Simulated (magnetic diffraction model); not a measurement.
# VSnS2O2 below its ordering temperature

Space group Cmmm (no. 65), a = 7.2710 Å, b = 7.4270 Å, c = 3.4390 Å.

```csv
site,atom,x,y,z
2d,Sn,0,0,1/2
2b,V,1/2,0,0
4j,S,1/2,0.8207,1/2
4g,O,0.2104,0,0
```

This is a made-up structure (elements placed in a structure type, unrelaxed), so the numbers test the method and describe no known phase.

Only V is taken to order (form factors of V4+); orders and moment sizes are assumed, and not adapted to the symmetry. Radiation: neutrons of λ = 1.909 Å, 1.5° to 70°; isotropic B of 0.17 Å² (Sn), 0.2 Å² (V), 0.26 Å² (S) and 0.35 Å² (O). The intensities are simulated: I ∝ L Σ (|F_N|² + |F_M⊥|²) for unpolarised neutrons, with F_M = 2.695 fm/μB × Σ f(s) S exp(2πi Q·r) exp(−B s²) at Q = H ± k (one set where k and −k are equivalent), only the part normal to Q counting and L = 1/(sin²θ cos θ). For a modulated order the moment at position r is S exp(−2πi k·r) + c.c., with S = m/2 for a sine wave of amplitude m and S = m(u + iv)/2 for moments turning in a plane, u and v being orthogonal unit vectors in it; the phase factor of the sum at Q = H + k is then exp(2πi H·r). Form factors are spin-only for 3d ions and dipole or tabulated for f ions, scattering lengths are Sears's of 1992, and absorption is left out. A label names one of the reflections at its angle. The strongest nuclear line in the range is 100, and lines under 0.2 are left out.

Above the ordering temperature:

```tsv
2θ (°)	index	I
21.17	(1 1 0)	40.3
29.79	(0 2 0)	40.5
30.44	(2 0 0)	0.4
43.11	(2 2 0)	13.3
44.45	(0 2 1)	14.6
44.92	(2 0 1)	100.0
48.07	(1 3 0)	39.6
48.95	(3 1 0)	2.3
54.84	(2 2 1)	48.9
59.06	(1 3 1)	18.3
59.82	(3 1 1)	31.0
61.87	(0 4 0)	15.3
63.35	(4 0 0)	17.8
66.89	(3 3 0)	2.0
67.44	(0 0 2)	27.1
```

Below it (cell unchanged):

```tsv
2θ (°)	I
4.61	11.7
21.17	40.3
21.68	2.7
27.45	0.2
29.79	40.5
30.16	0.4
30.44	0.4
30.81	0.8
34.93	0.6
41.45	0.2
43.07	0.3
43.11	13.3
43.38	0.4
44.45	14.6
44.92	100.0
48.07	39.6
48.32	0.2
48.95	2.3
49.19	0.3
51.88	0.2
54.84	48.9
59.06	18.3
59.82	31.0
61.87	15.3
63.35	17.8
66.89	2.0
67.44	27.1
```

**Question.** Find the propagation vector, then choose among these models:
A. moments turning in the plane of [100] and [010], 0.88 μB on V
B. a sine wave with moments along [010] (amplitudes given), 0.88 μB on V
C. moments turning in the plane of [001] and [010], 0.88 μB on V
D. a sine wave with moments along [100] (amplitudes given), 0.88 μB on V

The new lines index as (0 0 0.145) at 4.61°, (1 1 0.145) at 21.68°, (0 2 0.145) at 30.16° and (2 0 0.145) at 30.81°, that is as H ± k with k = (0 0 0.145). Satellites come in pairs about each point of the reciprocal lattice.

Magnetic intensity, observed (below minus above) and for each model:

| 2θ (°) | index | observed | A | B | C | D |
| --- | --- | --- | --- | --- | --- | --- |
| 4.61 | (0 0 0.145) | 11.7 | 23.5 | 11.7 | 11.7 | 11.7 |
| 21.68 | (1 1 0.145) | 2.7 | 1.9 | 1.0 | 2.7 | 0.9 |
| 27.45 | (0 0 0.855) | 0.2 | 0.5 | 0.2 | 0.2 | 0.2 |
| 30.81 | (2 0 0.145) | 0.8 | 0.4 | 0.4 | 0.8 | <0.2 |
| 34.93 | (1 1 0.855) | 0.6 | 0.9 | 0.4 | 0.6 | 0.4 |

Model C matches.

The structure used: k = (0 0 0.145), moments turning in the plane of [001] and [010], 0.88 μB on V.

[Logs are printed without paths, hosts, clocks, repeated set-up lines and the standing remarks that a program may print on its own settings, such as how far it seeks lower states.]
